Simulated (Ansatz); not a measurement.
**Ge, diamond: band edges under a change of volume**

How fast do the gaps move when the cell is scaled evenly?

Calculated with Ansatz 0.2.0, r2SCAN, PAW files of the set soft_1, cutoff 600 eV, Fermi–Dirac smearing 0.02 eV, k-mesh 8×8×8, no spin polarisation, no spin-orbit coupling.

Reference cell, relaxed at zero pressure with r2SCAN (Fd-3m): a = 4.0110 Å, b = 4.0110 Å, c = 4.0110 Å, α = 60.00°, β = 60.00°, γ = 60.00°.

```csv
atom,x,y,z
Ge,0.5000,0.5000,0.5000
Ge,0.7500,0.7500,0.7500
```

At 104 and 106 (volume as a share of the relaxed volume) the gap closes or falls to 0.1 eV or less at this level, and those rows are left out.

Levels are read on the k-mesh and along lines from Γ to X = (0.5, 0, 0.5), L = (0.5, 0.5, 0.5), K = (0.375, 0.375, 0.75) and W = (0.5, 0.25, 0.75) in the reciprocal basis of this cell (the letters only name these points), and count from the highest filled level.

```
ln(V/V0)  gap (eV)  direct gap at Γ (eV)  lowest empty at L (eV)  lowest empty along Γ–X (Γ left out) (eV)
 −0.0619     0.654                 0.980                   0.654                                     0.720
 −0.0202     0.508                 0.565                   0.508                                     0.779
  0.0000     0.368                 0.368                   0.440                                     0.805
  0.0198     0.177                 0.177                   0.374                                     0.829
```

**Question.** Fit the direct gap at Γ and give it at ln(V/V0) = −0.0408, a row left out above.

A straight line through the 4 rows: the means are −0.01557 for ln(V/V0) and 0.5225 for the level, Σ(Δx)² = 0.003661 and ΣΔxΔy = −0.03602, so the slope is −0.03602/0.003661 = −9.8375 and the intercept 0.5225 − (−9.8375)(−0.01557) = 0.3693.

The slope is the volume deformation potential of this gap, −9.84 eV, as a mean over the range. The line gives 0.771 eV. The run itself gives 0.769 eV, so the estimate misses by 0.002 eV; the fitted rows themselves lie up to 0.003 eV off the law.

The lowest empty level changes place along the table: at L at −0.0619, at Γ at 0.0000.

The gap is direct at Γ at ln(V/V0) = 0.0000 and 0.0198 and indirect in the other rows. Semilocal functionals give gaps that are too small, and the error differs from valley to valley, so the order of close valleys can be wrong too. Spin-orbit coupling, left out here, splits the valence top by 0.1 eV or more with such elements and lowers the gap.

[Logs are printed without paths, hosts, clocks, repeated set-up lines and the standing remarks that a program may print on its own settings, such as how far it seeks lower states.]
